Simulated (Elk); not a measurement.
# AlNi3: which magnetic order is lowest, part 2 of 3

Aim: find out whether AlNi3 carries moments, and which collinear order costs least.

Elk 11.2.3 (patched build); PBE; all-electron APW+lo, Dirac cores, scalar-relativistic bands.

So far. Step 2 (Order 1, typed as ferro +++): After 18 cycles the largest moment stands at 0.251 μB.

## Step 3: Run 2 (antiferro q=(0,0,1/2) +-+-+-)

Reversing part of the moments tests the sign of the couplings between them.

This order needs a doubled cell of 8 atoms. Its mesh is chosen so that both cells sample the same points.

Contents of elk.in:

```
tasks
  0

xctype
  20

rgkmax
  7.0

nempty
  8

swidth
  0.001837

reducebf
  0.5

epsengy
  1e-05

maxscl
  100

lmaxi
  3

spinpol
  .true.

sppath
  './'

avec
  6.65760855553 0.00000000000 0.00000000000
  0.00000000000 6.65760855553 0.00000000000
  0.00000000000 0.00000000000 13.31521711106

atoms
  2
  'Al.in'
  2
  0.0000000000 0.0000000000 0.0000000000   0.000000 0.000000 0.000000
  0.0000000000 0.0000000000 0.5000000000   0.000000 0.000000 0.000000
  'Ni.in'
  6
  0.0000000000 0.5000000000 0.2500000000   0.000000 0.000000 -0.050000
  0.0000000000 0.5000000000 0.7500000000   0.000000 0.000000 0.050000
  0.5000000000 0.0000000000 0.2500000000   0.000000 0.000000 -0.050000
  0.5000000000 0.0000000000 0.7500000000   0.000000 0.000000 0.050000
  0.5000000000 0.5000000000 0.0000000000   0.000000 0.000000 -0.050000
  0.5000000000 0.5000000000 0.5000000000   0.000000 0.000000 0.050000

ngridk
  10 10 5
```

Launch:

```console
> OMP_NUM_THREADS=8 elk
```

Numbers of over 12 decimals in the logs are rounded to 6 here.

What it wrote:

```text
Warning(init1): few empty states an atom for a second variation :    8.000000000
 they are its basis, with spin, DFT+U, afieldc (12 by default), in Hartree-Fock and RDMFT; 30 and more for pressures
Info(gndstate): no moment of its own; a second start begins; STATE.OUT holds the state before
Info(gndstate): the second start gave no lower state; one of another order, or behind a
 stronger field, isn't excluded
Warning(gndstate): core states of species 1 leak from the muffin-tin :   0.4845711994E-03
Warning(gndstate): core states of species 2 leak from the muffin-tin :   0.4139250950E-03

--- INFO.OUT ---
┌─────────────────────────┐
│ Elk code version 11.2.3 │
└─────────────────────────┘

All units are atomic (Hartree, Bohr, etc.)

┌─────────────────────────────────────────────────┐
│ Ground-state run starting from atomic densities │
└─────────────────────────────────────────────────┘

Lattice vectors :
   6.657608556       0.000000000       0.000000000
   0.000000000       6.657608556       0.000000000
   0.000000000       0.000000000       13.31521711

Species : 1 (Al)
 parameters loaded from : Al.in
 name : aluminium
 nuclear charge    :   -13.00000000
 electronic charge :    13.00000000
 atomic mass :    49184.33496
 muffin-tin radius :    2.200000000
 number of radial points in muffin-tin :    793
 inner part over the whole radius :   0.9821194981E-02
 number on inner part of muffin-tin    :    552
 approximate nuclear radius :   0.5839653600E-04
 number of mesh points to nuclear radius :    244
 atomic positions (lattice), magnetic fields (Cartesian) :
  1 :   0.00000000  0.00000000  0.00000000    0.00000000  0.00000000  0.00000000
  2 :   0.00000000  0.00000000  0.50000000    0.00000000  0.00000000  0.00000000

Species : 2 (Ni)
 parameters loaded from : Ni.in
 name : nickel
 nuclear charge    :   -28.00000000
 electronic charge :    28.00000000
 atomic mass :    106991.5231
 muffin-tin radius :    2.328820078
 number of radial points in muffin-tin :    993
 inner part over the whole radius :   0.9875947638E-02
 number on inner part of muffin-tin    :    700
 approximate nuclear radius :   0.7325707712E-04
 number of mesh points to nuclear radius :    335
 atomic positions (lattice), magnetic fields (Cartesian) :
  1 :   0.00000000  0.50000000  0.25000000    0.00000000  0.00000000 -0.05000000
  2 :   0.00000000  0.50000000  0.75000000    0.00000000  0.00000000  0.05000000
  3 :   0.50000000  0.00000000  0.25000000    0.00000000  0.00000000 -0.05000000
  4 :   0.50000000  0.00000000  0.75000000    0.00000000  0.00000000  0.05000000
  5 :   0.50000000  0.50000000  0.00000000    0.00000000  0.00000000 -0.05000000
  6 :   0.50000000  0.50000000  0.50000000    0.00000000  0.00000000  0.05000000

Total number of atoms per unit cell :    8
Total muffin-tin volume :    406.6342575
 ratio of muffin-tin to unit cell volume :   0.6889999626

Spin treatment :
 spin-polarised
 global magnetic field (Cartesian) :    0.000000000       0.000000000       0.000000000
 collinear magnetisation in z-direction

Number of Bravais lattice symmetries :   16
Number of crystal symmetries         :   16
Crystal has no inversion symmetry
Complex Hermitian eigensolver will be used

k-point grid :     10    10     5
k-point offset :    0.000000000       0.000000000       0.000000000
k-point set is reduced with full crystal symmetry group
Total number of k-points :      105

Muffin-tin radius times maximum |G+k| :    7.000000000
 using average radius
Maximum |G+k| for APW functions       :    3.047963991
Maximum (1/2)|G+k|²                   :    4.645042246
Maximum |G| for potential and density :    12.00000000
Constant for pseudocharge density :    7
 order of it for each species :   14  14
 order of it for pair densities of each species (exact exchange by exxq0 0: 14) :    9  10
Radial integration step length :    1

G-vector grid sizes :     27    27    54
Number of G-vectors :    17243

Maximum angular momentum used for
 APW functions            :    8
 outer part of muffin-tin :    6
 inner part of muffin-tin :    3

Number of empty states         :     64
Total number of valence states :    244
Total number of core states    :     80

Third-order local-orbitals added for an l without core states : T
Total number of local-orbitals :    152

Exchange-correlation functional :     20     0     0
 Perdew-Burke-Ernzerhof, Phys. Rev. Lett. 77, 3865 (1996)
 gradient requirement :    1
 generalised gradient approximation (GGA)

Smearing type :    3
 Fermi-Dirac
Smearing width :   0.1837000000E-02
Effective electronic temperature (K) :    580.0787206

Mixing type :    3
 Broyden mixing, J. Phys. A: Math. Gen. 17, L317 (1984)

Kohn-Sham potential initialised from atomic data

┌──────────────────────────────┐
│ Self-consistent loop started │
└──────────────────────────────┘

┌─────────────────┐
│ Loop number : 1 │
└─────────────────┘

Energies :
 Fermi                       :     0.215382
 sum of occupied eigenvalues :     -5514.7405227650
 electron kinetic            :      9755.6726662932
 core electron kinetic       :      8681.1075296858
 Coulomb                     :     -18948.185245339
 Coulomb potential           :     -14707.370452470
 nuclear-nuclear             :     -1677.0639420167
 electron-nuclear            :     -19897.994259077
 Hartree                     :      2626.8729557548
 Madelung                    :     -11594.500019104
 xc potential                :     -562.66178631556
 xc effective B-field        :    -0.145093
 external B-field            :      0.000000
 exchange                    :     -409.98506691184
 correlation                 :     -9.102521
 electron entropic           :    -0.25925745320544E-02
 total energy                :     -9611.6027593440
 (external B-field energy excluded from total)

Density of states at Fermi energy :    228.1825158
 (states/Hartree/unit cell)

Estimated indirect band gap :   0.1408405300E-03
 from k-point 48 to k-point 13
Estimated direct band gap   :   0.2447572907E-02
 at k-point 7

Charges :
 core                        :    80.00000000
 valence                     :    114.0000000
 interstitial                :    7.235420055
 muffin-tins (core leakage)
  species : 1 (Al)
   atom 1                    :    11.37288024     (  0.5161991732E-03)
   atom 2                    :    11.37288024     (  0.5161991732E-03)
  species : 2 (Ni)
   atom 1                    :    27.32412781     (  0.4140243279E-03)
   atom 2                    :    27.32412781     (  0.4140243279E-03)
   atom 3                    :    27.32412781     (  0.4140243279E-03)
   atom 4                    :    27.32412781     (  0.4140243279E-03)
   atom 5                    :    27.36115412     (  0.4140243279E-03)
   atom 6                    :    27.36115412     (  0.4140243279E-03)
 total in muffin-tins        :    186.7645799
 total calculated charge     :    193.9952270
 total charge                :    194.0000000
 error                       :   0.4772977628E-02

Moments :
 interstitial                :  -0.3528447010E-14
 muffin-tins
  species : 1 (Al)
   atom 1                    :  -0.1917904073E-01
   atom 2                    :   0.1917904073E-01
  species : 2 (Ni)
   atom 1                    :   0.9985355216
   atom 2                    :  -0.9985355216
   atom 3                    :   0.9985355216
   atom 4                    :  -0.9985355216
   atom 5                    :   0.9894806133
   atom 6                    :  -0.9894806133
 total in muffin-tins        :    0.000000000
 total moment                :  -0.3528447010E-14

[... earlier loops left out ...]

┌──────────────────┐
│ Loop number : 51 │
└──────────────────┘

Energies :
 Fermi                       :     0.307338
 sum of occupied eigenvalues :     -5492.9107235386
 electron kinetic            :      9757.6462637506
 core electron kinetic       :      8681.2582508486
 Coulomb                     :     -18949.218527385
 Coulomb potential           :     -14706.312059453
 nuclear-nuclear             :     -1677.0639420167
 electron-nuclear            :     -19901.283886869
 Hartree                     :      2629.1293015008
 Madelung                    :     -11596.062497658
 xc potential                :     -544.24492783607
 xc effective B-field        :    -0.70089283060203E-11
 external B-field            :      0.000000
 exchange                    :     -410.05985305289
 correlation                 :     -9.106184
 electron entropic           :    -0.31002044300528E-02
 total energy                :     -9610.7414005473
 (external B-field energy excluded from total)

Density of states at Fermi energy :    285.0416523
 (states/Hartree/unit cell)

Estimated indirect band gap :   0.5801971552E-03
 from k-point 72 to k-point 75
Estimated direct band gap   :   0.1448761678E-02
 at k-point 55

Charges :
 core                        :    80.00000000
 valence                     :    114.0000000
 interstitial                :    7.123347919
 muffin-tins (core leakage)
  species : 1 (Al)
   atom 1                    :    11.41288107     (  0.4845711994E-03)
   atom 2                    :    11.41288107     (  0.4845711994E-03)
  species : 2 (Ni)
   atom 1                    :    27.34179281     (  0.4139250950E-03)
   atom 2                    :    27.34179281     (  0.4139250950E-03)
   atom 3                    :    27.34179281     (  0.4139250950E-03)
   atom 4                    :    27.34179281     (  0.4139250950E-03)
   atom 5                    :    27.34185936     (  0.4139234709E-03)
   atom 6                    :    27.34185936     (  0.4139234709E-03)
 total in muffin-tins        :    186.8766521
 total calculated charge     :    193.9953041
 total charge                :    194.0000000
 error                       :   0.4695892709E-02

Moments :
 interstitial                :  -0.4146823813E-20
 muffin-tins
  species : 1 (Al)
   atom 1                    :   0.1907198304E-06
   atom 2                    :  -0.1907198304E-06
  species : 2 (Ni)
   atom 1                    :   0.4397466863E-05
   atom 2                    :  -0.4397466863E-05
   atom 3                    :   0.4397466863E-05
   atom 4                    :  -0.4397466863E-05
   atom 5                    :  -0.6419100990E-05
   atom 6                    :   0.6419100990E-05
 total in muffin-tins        :    0.000000000
 total moment                :  -0.4146823813E-20

┌──────────────────────────────┐
│ Self-consistent loop stopped │
└──────────────────────────────┘

Warning : core states of species 1 leak from the muffin-tin :   0.4845711994E-03

Warning : core states of species 2 leak from the muffin-tin :   0.4139250950E-03

Wrote STATE.OUT
```

Elapsed: 39 min, on 8 threads of Arm Neoverse V1, shared host; peak memory 1.3 GiB.

The moments died away, and this build then starts once more from a stronger push, within the same count of loops. That gave no lower state.

The spin moment in the muffin-tin sphere vanishes on all atoms.

Read from the output:

```
final state : non-magnetic
```

It lies 2.99 meV a seeded atom over the first start.

## Step 4: Run 3 (no spin polarisation)

This run holds no moments, which gives a state to set the others against.

Contents of elk.in:

```
tasks
  0

xctype
  20

rgkmax
  7.0

nempty
  8

swidth
  0.001837

epsengy
  1e-05

maxscl
  100

lmaxi
  3

sppath
  './'

avec
  6.65760855553 0.00000000000 0.00000000000
  0.00000000000 6.65760855553 0.00000000000
  0.00000000000 0.00000000000 6.65760855553

atoms
  2
  'Al.in'
  1
  0.0000000000 0.0000000000 0.0000000000   0.000000 0.000000 0.000000
  'Ni.in'
  3
  0.0000000000 0.5000000000 0.5000000000   0.000000 0.000000 0.000000
  0.5000000000 0.0000000000 0.5000000000   0.000000 0.000000 0.000000
  0.5000000000 0.5000000000 0.0000000000   0.000000 0.000000 0.000000

ngridk
  10 10 10
```

Launch:

```console
> OMP_NUM_THREADS=8 elk
```

What it wrote:

```text
Warning(gndstate): core states of species 1 leak from the muffin-tin :   0.4845715061E-03
Warning(gndstate): core states of species 2 leak from the muffin-tin :   0.4139229280E-03

--- INFO.OUT ---
┌─────────────────────────┐
│ Elk code version 11.2.3 │
└─────────────────────────┘

All units are atomic (Hartree, Bohr, etc.)

┌─────────────────────────────────────────────────┐
│ Ground-state run starting from atomic densities │
└─────────────────────────────────────────────────┘

Lattice vectors :
[...]
atom 2                    :    27.34179905     (  0.4139229280E-03)
   atom 3                    :    27.34179905     (  0.4139229280E-03)
 total in muffin-tins        :    93.43828558
 total calculated charge     :    96.99750648
 total charge                :    97.00000000
 error                       :   0.2493523309E-02

┌──────────────────────────────┐
│ Self-consistent loop stopped │
└──────────────────────────────┘

Warning : core states of species 1 leak from the muffin-tin :   0.4845715061E-03

Warning : core states of species 2 leak from the muffin-tin :   0.4139229280E-03

Wrote STATE.OUT

[key lines of the parts left out:]
total energy                :     -4805.3707023900
```

Run time: 11 s. Hardware: 8 threads; peak memory 0.19 GiB; 78 s of CPU time.

This step gave:

```
density of states at the Fermi level : 5.238 states/eV/cell
final state                          : non-magnetic (no spin polarisation)
```

It lies 2.97 meV a seeded atom over the first start.

## Step 5: Ranking

These are free energies at a smearing of 0.05 eV, so its entropy term is in the differences. They are divided by the number of seeded atoms, so that cells of unlike size compare. Wavevectors q in the names are fractions of the reciprocal vectors of the first run's cell.

Orders:

```csv
start,final state,typed order kept,energy over the lowest (meV a seeded atom),largest sphere moment (μB),net moment (μB a primitive cell),DOS at the Fermi level (states/eV a primitive cell),mesh matched,CPU time (s)
ferro +++,ferromagnetic,yes,0,0.2511,0.6939,3.353,yes,640.9
"antiferro q=(0,0,1/2) +-+-+-",non-magnetic,no,2.988,0,0,5.238,yes,17723
no spin polarisation,non-magnetic,-,2.969,0,0,5.238,yes,78.36
```

(Continued in part 3 of 3.)

[Logs and program files are shortened in this print: banners, set-up blocks, solver, clock and traceback lines can be left out without a mark of their own.]

[Logs are printed without paths, hosts, clocks, repeated set-up lines and the standing remarks that a program may print on its own settings, such as how far it seeks lower states.]

[Hosts, paths, dates, database ids (printed as entryN), source tags and the programs' standing remarks are cut or masked in the printed files.]

[Where a cell is said to come from a database of computed structures, the database is the Materials Project.]
